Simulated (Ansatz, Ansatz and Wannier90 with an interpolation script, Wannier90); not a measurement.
# BaTiO3 (Barioperovskite): quasiparticle bands by Wannier interpolation, part 2 of 3

Aim: the G0W0 bands of BaTiO3 (Barioperovskite) along the symmetry lines, with the gap off the mesh.

Ansatz 0.2.0; LDA, Wannier functions and G0W0, plane waves, PAW. Known limits of the many-body steps: not at the basis limit; no spin-orbit coupling; coarse k mesh.

So far. Step 2 (LDA bands): The gap is indirect, with the least direct gap 0.16 eV higher.

## Step 4: Wannier functions by Wannier90 (O:2p Ti:3d) on 8×8×8

Localised functions give a small Hamiltonian that interpolates between mesh points at no cost.

This step: maximally localised Wannier functions from the overlaps of LDA states (plane waves, PAW).

Contents of w.win:

```
num_iter = 1200
conv_tol = 1.0e-8
conv_window = 5
dis_num_iter = 4000
dis_conv_tol = 1.0e-8
dis_mix_ratio = 0.7
write_hr = true
use_ws_distance = false
num_print_cycles = 50
! ansatz wannier90 interface
! projections by site (counted from 0) and shell: 2 2P, 3 2P, 4 2P, 1 3D
! states of the run's bands (counted from 1): 1-31
num_bands = 31
num_wann  = 14
dis_win_min = 5.25
dis_win_max = 18.61
dis_froz_min = 5.25
dis_froz_max = 13.99
guiding_centres = true

begin unit_cell_cart
Ang
                   3.9855                      0.0                      0.0
                      0.0                   2.8369                  2.84515
                      0.0                  -2.8369                  2.84515
end unit_cell_cart

begin atoms_frac
Ba                       0.0                      0.0                      0.0
Ti                       0.5                   0.5124                   0.5124
O                        0.0                   0.4874                   0.4874
O                        0.5                  0.50524                  0.99184
O                        0.5                  0.99184                  0.50524
end atoms_frac

mp_grid = 8 8 8

[... the mesh's points ...]
```

Run with:

```
$ OMP_NUM_THREADS=1 mpirun -n 8 wannier90.x w > wannier90.x.log
```

The log of the run:

```text
TEM
                                    ------

                              Lattice Vectors (Ang)
                    a_1     3.985500   0.000000   0.000000
                    a_2     0.000000   2.836900   2.845150
                    a_3     0.000000  -2.836900   2.845150

                   Unit Cell Volume:      64.33718  (Ang^3)

                        Reciprocal-Space Vectors (Ang^-1)
                    b_1     1.576511   0.000000  -0.000000
                    b_2    -0.000000   1.107403   1.104192
                    b_3     0.000000  -1.107403   1.104192

 *----------------------------------------------------------------------------*
 |   Site       Fractional Coordinate          Cartesian Coordinate (Ang)     |
 +----------------------------------------------------------------------------+
 | ba   1   0.00000   0.00000   0.00000   |    0.00000   0.00000   0.00000    |
 | ti   1   0.50000   0.51240   0.51240   |    1.99275   0.00000   2.91571    |
 | o    1   0.00000   0.48740   0.48740   |    0.00000  -0.00000   2.77345    |
 | o    2   0.50000   0.50524   0.99184   |    1.99275  -1.38044   4.25942    |
 | o    3   0.50000   0.99184   0.50524   |    1.99275   1.38044   4.25942    |
 *----------------------------------------------------------------------------*
                                ------------
                                K-POINT GRID
                                ------------

             Grid size =  8 x  8 x  8      Total points =  512

 *---------------------------------- MAIN ------------------------------------*
 |  Number of Wannier Functions               :                14             |
 |  Number of Objective Wannier Functions     :                14             |
 |  Number of input Bloch states              :                31             |
 |  Output verbosity (1=low, 5=high)          :                 1             |
 |  Timing Level (1=low, 5=high)              :                 1             |
 |  Optimisation (0=memory, 3=speed)          :                 3             |
 |  Length Unit                               :               Ang             |
 |  Post-processing setup (write *.nnkp)      :                 F             |
 |  Using Gamma-only branch of algorithms     :                 F             |
 *----------------------------------------------------------------------------*
 *------------------------------- WANNIERISE ---------------------------------*
 |  Total number of iterations                :              1200             |
 |  Number of CG steps before reset           :                 5             |
 |  Trial step length for line search         :             2.000             |
 |  Convergence tolerence                     :         0.100E-07             |
 |  Convergence window                        :                 5             |
 |  Iterations between writing output         :                50             |
 |  Iterations between backing up to disk     :               100             |
 |  Write r^2_nm to file                      :                 F             |
 |  Write xyz WF centres to file              :                 F             |
 |  Write on-site energies <0n|H|0n> to file  :                 F             |
 |  Use guiding centre to control phases      :                 T             |
 |  Use phases for initial projections        :                 F             |
 |  Iterations before starting guiding centres:                 0             |
 |  Iterations between using guiding centres  :                 1             |
 *----------------------------------------------------------------------------*
 *------------------------------- DISENTANGLE --------------------------------*
 |  Using band disentanglement                :                 T             |
 |  Total number of iterations                :              4000             |
 |  Mixing ratio                              :             0.700             |
 |  Convergence tolerence                     :         1.000E-08             |
 |  Convergence window                        :                 3             |
 *----------------------------------------------------------------------------*
 *-------------------------------- PLOTTING ----------------------------------*
 |  Plotting Hamiltonian in WF basis          :                 T             |
 *----------------------------------------------------------------------------*

 *---------------------------------- K-MESH ----------------------------------*
 +----------------------------------------------------------------------------+
 |                    Distance to Nearest-Neighbour Shells                    |
 |                    ------------------------------------                    |
 |          Shell             Distance (Ang^-1)          Multiplicity         |
 |          -----             -----------------          ------------         |
 |             1                   0.195479                      4            |
 |             2                   0.197064                      2            |
 |             3                   0.276048                      2            |
 |             4                   0.276851                      2            |
 |             5                   0.277572                      8            |
[...]
*------------------------------- DISENTANGLE --------------------------------*
 +----------------------------------------------------------------------------+
 |                              Energy  Windows                               |
 |                              ---------------                               |
 |                   Outer:    5.25000  to   18.61000  (eV)                   |
 |                   Inner:    5.25000  to   13.99000  (eV)                   |
 +----------------------------------------------------------------------------+
   Number of target bands to extract:   14

                   Unitarised projection of Wannier functions
                   ------------------------------------------
   A_mn = <psi_m|g_n> --> S = A.A^+ --> U = S^-1/2.A
   In dis_project... done
   Using an inner window (linner = T)
   In dis_proj_froz... done

                   Extraction of optimally-connected subspace
                   ------------------------------------------
 +---------------------------------------------------------------------+<-- DIS
 |  Iter     Omega_I(i-1)      Omega_I(i)      Delta (frac.)    Time   |<-- DIS
 +---------------------------------------------------------------------+<-- DIS
       1      14.88563713      14.83238082       3.591E-03      0.00    <-- DIS
       2      14.84129453      14.80810052       2.242E-03      0.01    <-- DIS
       3      14.81420792      14.79090062       1.576E-03      0.02    <-- DIS
      50      14.71287609      14.71285476       1.449E-06      0.41    <-- DIS
     100      14.71278455      14.71278418       2.544E-08      0.82    <-- DIS

             <<<      Delta < 1.000E-08  over  3 iterations     >>>
             <<< Disentanglement convergence criteria satisfied >>>

        Final Omega_I    14.71278410 (Ang^2)

 +----------------------------------------------------------------------------+

 Writing checkpoint file w.chk... done

 *------------------------------- WANNIERISE ---------------------------------*
 +--------------------------------------------------------------------+<-- CONV
 | Iter  Delta Spread     RMS Gradient      Spread (Ang^2)      Time  |<-- CONV
 +--------------------------------------------------------------------+<-- CONV

 ------------------------------------------------------------------------------
 Initial State
  WF centre and spread    1  ( -0.000000, -0.000000,  2.746344 )     1.33147410
  WF centre and spread    2  ( -0.000000, -0.000000,  2.764177 )     0.84751919
  WF centre and spread    3  ( -0.000000,  0.000000,  2.775644 )     1.33865601
  WF centre and spread    4  (  1.992750, -1.377202,  4.268902 )     1.10494989
  WF centre and spread    5  (  1.992750, -1.376324,  4.263980 )     1.34450213
  WF centre and spread    6  (  1.992750, -1.395775,  4.261928 )     1.09602992
  WF centre and spread    7  (  1.992750,  1.377202,  4.268902 )     1.10494989
  WF centre and spread    8  (  1.992750,  1.376324,  4.263980 )     1.34450213
  WF centre and spread    9  (  1.992750,  1.395775,  4.261928 )     1.09602992
  WF centre and spread   10  (  1.992750,  0.000000,  2.897052 )     0.96290784
[...]
Sum of centres and spreads ( 21.920250,  0.000000, 48.459654 )    15.21226274

      0     0.152E+02     0.0000000000       15.2122627431       1.05  <-- CONV
        O_D=      0.0012586 O_OD=      0.4982201 O_TOT=     15.2122627 <-- SPRD
 ------------------------------------------------------------------------------
 Cycle:      1
[...]
Sum of centres and spreads ( 21.920250,  0.000000, 48.459665 )    15.15219394

      1    -0.601E-01     0.1103595761       15.1521939359       1.07  <-- CONV
        O_D=      0.0013478 O_OD=      0.4380620 O_TOT=     15.1521939 <-- SPRD
 Delta: O_D=  0.8924582E-04 O_OD= -0.6015805E-01 O_TOT= -0.6006881E-01 <-- DLTA
 ------------------------------------------------------------------------------
 Cycle:     50
[...]
Sum of centres and spreads ( 21.920250,  0.000000, 48.459533 )    15.02299281

     50    -0.588E-08     0.0000565051       15.0229928072       1.91  <-- CONV
        O_D=      0.0006979 O_OD=      0.3095108 O_TOT=     15.0229928 <-- SPRD
 Delta: O_D= -0.1641295E-08 O_OD= -0.4237808E-08 O_TOT= -0.5879102E-08 <-- DLTA
 ------------------------------------------------------------------------------

             <<<     Delta < 1.000E-08  over  5 iterations     >>>
             <<< Wannierisation convergence criteria satisfied >>>

 Final State
[...]
WF centre and spread   10  (  1.992750,  0.000000,  2.897833 )     0.95304233
  WF centre and spread   11  (  1.992750, -0.000000,  2.940264 )     1.00913847
  WF centre and spread   12  (  1.992750, -0.000000,  2.899618 )     0.75927686
  WF centre and spread   13  (  1.992750,  0.000000,  2.930470 )     0.83531222
  WF centre and spread   14  (  1.992750, -0.000000,  2.914693 )     1.01599180
  Sum of centres and spreads ( 21.920250,  0.000000, 48.459532 )    15.02299280

         Spreads (Ang^2)       Omega I      =    14.712784099
        ================       Omega D      =     0.000697858
                               Omega OD     =     0.309510844
    Final Spread (Ang^2)       Omega Total  =    15.022992801
 ------------------------------------------------------------------------------

 Writing checkpoint file w.chk... done

 *---------------------------------------------------------------------------*
 |                               PLOTTING                                    |
 *---------------------------------------------------------------------------*

 *===========================================================================*
 |                             TIMING INFORMATION                            |
 *===========================================================================*
 |    Tag                                                Ncalls      Time (s)|
 |---------------------------------------------------------------------------|
 |kmesh: get                                        :         1         0.144|
 |overlap: read                                     :         1         3.152|
 |dis: main                                         :         1         1.093|
 |wann: main                                        :         1         0.883|
 |plot: main                                        :         1         0.234|
 *---------------------------------------------------------------------------*
 All done: wannier90 exiting
```

Wall time 6.8 s (8 MPI ranks of Arm Neoverse V1, shared host).

This step gave:

* gauge-invariant spread: 14.71 Å²
* diagonal spread: 6.98e-4 Å²
* off-diagonal spread: 0.3095 Å²
* total spread: 15.02 Å²
* disentanglement steps: 117
* r.m.s. interpolation error: 9.59e-5 eV
* r.m.s. error near the gap: 9.98e-5 eV

Near the gap the model misses directly solved bands by 0.1 meV r.m.s. and by 1 meV at most in the window tested. This tests the starting bands, not the corrections carried with them.

Wannier functions, by row:

```csv
function,x (Å),y (Å),z (Å),spread (Å²),nearest atom,distance (Å)
1,0,0,2.747,1.318,O3,0.026
2,0,0,2.763,0.822,O3,0.01
3,0,0,2.776,1.324,O3,0.002
4,1.993,-1.377,4.27,1.086,O4,0.011
5,1.993,-1.377,4.264,1.33,O4,0.006
6,1.993,-1.396,4.262,1.077,O4,0.016
7,1.993,1.377,4.27,1.086,O5,0.011
8,1.993,1.377,4.264,1.33,O5,0.006
9,1.993,1.396,4.262,1.077,O5,0.016
10,1.993,0,2.898,0.953,Ti2,0.018
11,1.993,0,2.94,1.009,Ti2,0.025
12,1.993,0,2.9,0.759,Ti2,0.016
13,1.993,0,2.93,0.835,Ti2,0.015
14,1.993,0,2.915,1.016,Ti2,0.001
```

Frozen up to 4.12 eV; above it the model need not follow the bands. The electronic bands at the labelled points (eV, zero at the valence-band top):

```csv
point,band 17,band 18,band 19,band 20,band 21,band 22,band 23,band 24
Γ,-1.13,-0.32,-0.21,-0.16,1.82,1.88,2.05,4.10
halfway,-1.49,-1.02,-1.00,-0.47,2.83,2.85,3.10,4.70
Y,-1.65,-0.88,-0.84,-0.10,3.55,3.61,3.96,5.02
halfway,-1.65,-0.88,-0.84,-0.10,3.55,3.61,3.96,5.02
C0,-1.65,-0.88,-0.84,-0.10,3.55,3.61,3.96,5.02
jump to Σ0,-1.65,-0.88,-0.84,-0.10,3.55,3.61,3.96,5.02
halfway,-1.45,-1.05,-0.97,-0.49,2.70,2.96,3.09,4.69
Γ,-1.13,-0.32,-0.21,-0.16,1.82,1.88,2.05,4.10
halfway,-1.56,-1.20,-0.50,-0.49,1.92,2.74,2.79,4.10
Z,-1.82,-1.74,-0.79,-0.74,1.99,3.51,3.59,4.08
halfway,-2.17,-0.93,-0.59,-0.52,3.31,3.73,3.81,5.95
A0,-2.34,-0.05,-0.01,0.00,4.18,4.22,4.23,7.64
jump to E0,-2.34,-0.05,-0.01,0.00,4.18,4.22,4.23,7.64
halfway,-2.34,-0.05,-0.01,0.00,4.18,4.22,4.23,7.64
T,-2.34,-0.05,-0.01,0.00,4.18,4.22,4.23,7.64
halfway,-2.37,-0.52,-0.51,-0.07,3.83,3.86,4.09,6.48
Y,-1.65,-0.88,-0.84,-0.10,3.55,3.61,3.96,5.02
jump to Γ,-1.13,-0.32,-0.21,-0.16,1.82,1.88,2.05,4.10
halfway,-1.45,-1.22,-0.58,-0.47,1.98,2.77,2.82,4.14
S,-1.85,-1.68,-0.79,-0.71,2.04,3.54,3.57,4.13
halfway,-1.36,-1.34,-1.01,-0.48,2.81,3.55,3.65,4.74
R,-1.70,-0.85,-0.84,-0.05,3.57,3.58,3.97,4.88
halfway,-1.39,-1.37,-1.06,-0.48,2.82,3.56,3.68,4.70
Z,-1.82,-1.74,-0.79,-0.74,1.99,3.51,3.59,4.08
halfway,-2.18,-0.92,-0.56,-0.52,3.33,3.76,3.78,5.95
T,-2.34,-0.05,-0.01,0.00,4.18,4.22,4.23,7.64
```

The same for Kohn-Sham, solved directly:

```csv
point,band 17,band 18,band 19,band 20,band 21,band 22,band 23,band 24
Γ,-1.13,-0.32,-0.21,-0.16,1.82,1.88,2.05,4.10
Y,-1.65,-0.88,-0.84,-0.10,3.55,3.61,3.96,4.97
C0,-1.65,-0.88,-0.84,-0.10,3.55,3.61,3.96,4.97
Σ0,-1.65,-0.88,-0.84,-0.10,3.55,3.61,3.96,4.97
Γ,-1.13,-0.32,-0.21,-0.16,1.82,1.88,2.05,4.10
Z,-1.82,-1.74,-0.79,-0.74,1.99,3.51,3.59,4.08
A0,-2.34,-0.05,-0.01,0.00,4.18,4.22,4.23,6.66
E0,-2.34,-0.05,-0.01,0.00,4.18,4.22,4.23,6.66
T,-2.34,-0.05,-0.01,0.00,4.18,4.22,4.23,6.66
Y,-1.65,-0.88,-0.84,-0.10,3.55,3.61,3.96,4.97
Γ,-1.13,-0.32,-0.21,-0.16,1.82,1.88,2.05,4.10
S,-1.85,-1.68,-0.79,-0.71,2.04,3.54,3.57,4.13
R,-1.70,-0.85,-0.84,-0.05,3.57,3.58,3.97,4.83
Z,-1.82,-1.74,-0.79,-0.74,1.99,3.51,3.59,4.08
```

(Continued in part 3 of 3.)

[Paths, hosts, dates, memory and timing lines, banners, echoed tables and standing remarks are left out of the program output.]

[Logs are printed without paths, hosts, clocks, repeated set-up lines and the standing remarks that a program may print on its own settings, such as how far it seeks lower states.]

[Runs of the session that timed out or met a known fault of the program may be left out.]

[Hosts, paths, dates, database ids (printed as entryN), source tags and the programs' standing remarks are cut or masked in the printed files.]
